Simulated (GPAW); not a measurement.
# Conductance along a series: a Pt chain with one bond drawn out, part 2 of 2

Wanted: the trend of the zero-bias conductance over a family of junctions, a Pt chain with one bond drawn out.

GPAW 26.7.0; GPAW LCAO, PAW setups; Landauer transmission from Green's functions with principal layers (ASE), zero bias.

So far, conductance (G₀): step 2 (member of the series, stretch 0.2 Å) 3.88; step 5 (stretch 1.2 Å) 1.05; step 6 (stretch 1.6 Å) 0.501; step 7 (stretch 2 Å) 0.231; step 8 (stretch 2.6 Å) 0.0653.

### 9. Junction, box 9 × 9 × 36.8 Å: stretch = 3.2

The cell differs from the one that the last finished run ended in (c 36.200 → 36.800 Å).

Input file run.py:

```python
import json
import numpy as np
from ase import Atoms
from ase.transport.calculators import TransportCalculator
from gpaw import GPAW, FermiDirac
from gpaw.lcao.tools import get_lcao_hamiltonian
from scipy.linalg import eigh

# The junction with lead layers at both ends, along the third cell vector
device = Atoms(
    ['Pt', 'Pt', 'Pt', 'Pt', 'Pt', 'Pt', 'Pt', 'Pt', 'Pt', 'Pt', 'Pt', 'Pt', 'Pt', 'Pt'],
    positions=[
        [4.50000, 4.50000, 1.20000],
        [4.50000, 4.50000, 3.60000],
        [4.50000, 4.50000, 6.00000],
        [4.50000, 4.50000, 8.40000],
        [4.50000, 4.50000, 10.80000],
        [4.50000, 4.50000, 13.20000],
        [4.50000, 4.50000, 15.60000],
        [4.50000, 4.50000, 21.20000],
        [4.50000, 4.50000, 23.60000],
        [4.50000, 4.50000, 26.00000],
        [4.50000, 4.50000, 28.40000],
        [4.50000, 4.50000, 30.80000],
        [4.50000, 4.50000, 33.20000],
        [4.50000, 4.50000, 35.60000]],
    cell=[[9.0, 0.0, 0.0], [0.0, 9.0, 0.0], [0.0, 0.0, 36.8]],
    pbc=True)

# One principal layer of the lead: the first 5 atoms of the device
lead = Atoms(
    ['Pt', 'Pt', 'Pt', 'Pt', 'Pt'],
    positions=[
        [4.50000, 4.50000, 1.20000],
        [4.50000, 4.50000, 3.60000],
        [4.50000, 4.50000, 6.00000],
        [4.50000, 4.50000, 8.40000],
        [4.50000, 4.50000, 10.80000]],
    cell=[[9.0, 0.0, 0.0], [0.0, 9.0, 0.0], [0.0, 0.0, 12.0]],
    pbc=True)

settings = dict(mode='lcao', basis='dzp', xc='PBE', h=0.2,
                occupations=FermiDirac(0.1), maxiter=250,
                mixer=dict(beta=0.1, nmaxold=8, weight=100.0),
                convergence=dict(density=0.0001))
energies = np.arange(-2, 2 + 1e-9, 0.05)
eta = 0.0001
n1, n2 = 1, 1
# k and -k transmit alike, so half of the mesh across the current serves
mesh = [(i, j) for i in range(n1) for j in range(n2) if (i, j) <= (-i % n1, -j % n2)]
weights = np.array([1 if (i, j) == (-i % n1, -j % n2) else 2 for i, j in mesh]) / (n1 * n2)

# [... helper functions left out ...]
fermi_lead = ground_state(lead, (1, 1, 10), 'lead.txt')
fermi_device = ground_state(device, (1, 1, 2), 'device.txt')
# [... loop over the mesh left out, but for ...]
        # Shift the lead onto the potential of the device's first layer
        shift = ((H[:, 0, 0] - H0[:, 0, 0]) / S0[0, 0]).real.mean()
# [...]
kT = 8.617333e-5 * 77
bias = [0.1, 0.2, 0.5, 1.0, 1.5, 2.0]
# [... integrals and printing left out ...]
```

Launch:

```sh
> OMP_NUM_THREADS=1 OPENBLAS_NUM_THREADS=1 python run.py
```

It took 2.1 min on 1 thread of Arm Neoverse V2, shared host; peak memory 1.4 GiB.

One spin. Transmission, zone mean against energy, zero at the Fermi level:

```tsv
energy (eV)	transmission, zone mean
-2.00	5.5e-4
-1.90	6.0e-4
-1.80	6.7e-4
-1.70	7.5e-4
-1.55	0.00146
-1.45	0.00166
-1.35	0.00200
-1.25	0.00263
-1.15	0.00352
-1.05	0.00433
-0.90	0.00485
-0.80	0.00508
-0.70	0.00556
-0.60	0.00650
-0.50	0.00802
-0.40	0.0101
-0.25	0.0136
-0.15	0.0155
-0.05	0.0167
0.00	0.0173
0.05	0.0179
0.15	0.0190
0.25	0.0194
0.40	0.0191
0.50	0.0196
0.60	0.0202
0.70	0.0209
0.80	0.0219
0.90	0.0231
1.05	0.0255
1.15	0.0273
1.25	0.0295
1.35	0.0319
1.45	0.0346
1.55	0.0377
1.70	0.0431
1.80	0.0472
1.90	0.0519
2.00	0.0572
```

The conductance, 0.0173 G₀, lies 73 % below that of the member before. The first layer now differs from the lead by 0.45 eV after a shift of -0.0090 eV, a far poorer match of lead and junction than at the start, whatever the conductance shows.

### 10. Comparing the runs

Times are for 1 thread of Arm Neoverse V2, shared host. The series side by side:

```tsv
no.	stretch (Å)	conductance (G₀)	time	memory (GiB)
1	0.2	3.882	1.9 min	1.3
2	0.5	3.195	2 min	1.4
3	0.8	2.136	2 min	1.3
4	1.2	1.049	2.1 min	1.4
5	1.6	0.5013	2.1 min	1.3
6	2	0.2312	2 min	1.4
7	2.6	0.06526	2 min	1.4
8	3.2	0.01729	2.1 min	1.4
```

The runs together. The transmission, zone mean by energy, zero at the Fermi level:

```tsv
energy (eV)	0.2	0.5	1.2	1.6	2.6	3.2
-2.000	2.58	1.30	0.195	0.0613	0.00316	5.5e-4
-1.800	2.64	1.41	0.225	0.0715	0.00380	6.7e-4
-1.600	2.70	1.56	0.273	0.0892	0.00502	9.1e-4
-1.400	3.09	1.76	0.356	0.129	0.00892	0.00180
-1.200	3.56	1.98	0.445	0.176	0.0142	0.00305
-1.000	4.11	2.18	0.515	0.217	0.0202	0.00459
-0.800	4.67	2.39	0.549	0.230	0.0217	0.00508
-0.600	5.32	2.79	0.635	0.270	0.0270	0.00650
-0.400	5.74	3.65	0.785	0.359	0.0405	0.0101
-0.350	5.49	4.78	0.857	0.388	0.0449	0.0113
-0.300	5.35	4.33	1.64	0.492	0.0494	0.0125
-0.200	3.85	3.03	0.958	0.459	0.0570	0.0146
0.000	3.88	3.20	1.05	0.502	0.0653	0.0173
0.200	3.78	2.83	0.952	0.491	0.0707	0.0193
0.400	2.86	2.20	0.834	0.457	0.0690	0.0191
0.600	2.69	1.76	0.739	0.432	0.0705	0.0202
0.800	0.995	0.961	0.663	0.418	0.0740	0.0219
1.000	0.995	0.962	0.672	0.432	0.0807	0.0246
1.200	0.996	0.964	0.686	0.450	0.0897	0.0284
1.400	0.996	0.967	0.703	0.473	0.101	0.0332
1.600	0.996	0.969	0.722	0.499	0.115	0.0394
1.800	0.997	0.972	0.743	0.528	0.132	0.0472
2.000	0.997	0.975	0.765	0.559	0.153	0.0572
```

The runs together. The current through one cell, from the zero-bias transmission by bias:

```tsv
bias (V)	0.2 (mA)	0.5 (mA)	1.2 (mA)	1.6 (mA)	2.6 (mA)	3.2 (mA)
0.100	0.0301	0.0247	0.00810	0.00388	5.1e-4	1.3e-4
0.200	0.0601	0.0491	0.0161	0.00773	0.00101	2.7e-4
0.500	0.149	0.118	0.0387	0.0189	0.00250	6.6e-4
1.000	0.311	0.235	0.0735	0.0353	0.00467	0.00124
1.500	0.458	0.318	0.0996	0.0488	0.00656	0.00176
2.000	0.563	0.382	0.123	0.0613	0.00845	0.00230
```

### 11. Other settings

One more run, with changed settings.

run.py: that of step 9 with these lines changed.

```diff
@@ -19,10 +19,10 @@
         [4.50000, 4.50000, 15.60000],
-        [4.50000, 4.50000, 21.20000],
-        [4.50000, 4.50000, 23.60000],
-        [4.50000, 4.50000, 26.00000],
-        [4.50000, 4.50000, 28.40000],
-        [4.50000, 4.50000, 30.80000],
-        [4.50000, 4.50000, 33.20000],
-        [4.50000, 4.50000, 35.60000]],
-    cell=[[9.0, 0.0, 0.0], [0.0, 9.0, 0.0], [0.0, 0.0, 36.8]],
+        [4.50000, 4.50000, 20.00000],
+        [4.50000, 4.50000, 22.40000],
+        [4.50000, 4.50000, 24.80000],
+        [4.50000, 4.50000, 27.20000],
+        [4.50000, 4.50000, 29.60000],
+        [4.50000, 4.50000, 32.00000],
+        [4.50000, 4.50000, 34.40000]],
+    cell=[[9.0, 0.0, 0.0], [0.0, 9.0, 0.0], [0.0, 0.0, 35.6]],
     pbc=True)
@@ -42,3 +42,3 @@
 settings = dict(mode='lcao', basis='dzp', xc='PBE', h=0.2,
-                occupations=FermiDirac(0.1), maxiter=250,
+                occupations=FermiDirac(0.1), maxiter=100,
                 mixer=dict(beta=0.1, nmaxold=8, weight=100.0),
@@ -53,3 +53,3 @@
 # [... helper functions left out ...]
-fermi_lead = ground_state(lead, (1, 1, 10), 'lead.txt')
+fermi_lead = ground_state(lead, (1, 1, 1), 'lead.txt')
 fermi_device = ground_state(device, (1, 1, 2), 'device.txt')
```

It took 1.9 min on 1 thread; peak memory 1.4 GiB.

The run finished. A setting was moved off its sound value on purpose, so it serves as a test and not as the result.

The fault put into the input: one k-point along the lead (lead_nz = 1).

### 12. What came out

| Property | Result |
| --- | --- |
| conductance, first and last member | 3.88 and 0.0173 G₀ |
| largest and smallest | 3.88 and 0.0173 G₀ |

**Reading.** As the extra bond length goes from 0.2 to 3.2 Å, the conductance goes from 3.88 to 0.0173 G₀. The conductance falls at every step of the series. The geometry was built from estimated bond lengths and not relaxed, so the numbers describe this model structure. The run had no spin polarisation, so a magnetic state, which chains and small molecules with open shells often have, wasn't tested. Spin-orbit coupling is left out, which matters for the heavy atoms here. An evenly spaced straight chain is an idealisation: free chains tend to dimerise, zigzag or, where a band edge lies near the Fermi level, turn magnetic. The currents use the zero-bias T(E) throughout, which holds only while the bias is small against the distance to the nearest feature. The energy step is wider than the thermal energy, so the conductance and thermopower rest on interpolation of T(E). Atomic orbitals end short of the vacuum, so tunnelling across a wide gap comes out too low.

[Logs are printed without paths, hosts, clocks, repeated set-up lines and the standing remarks that a program may print on its own settings, such as how far it seeks lower states.]

[Hosts, paths, dates, database ids (printed as entryN), source tags and the programs' standing remarks are cut or masked in the printed files.]
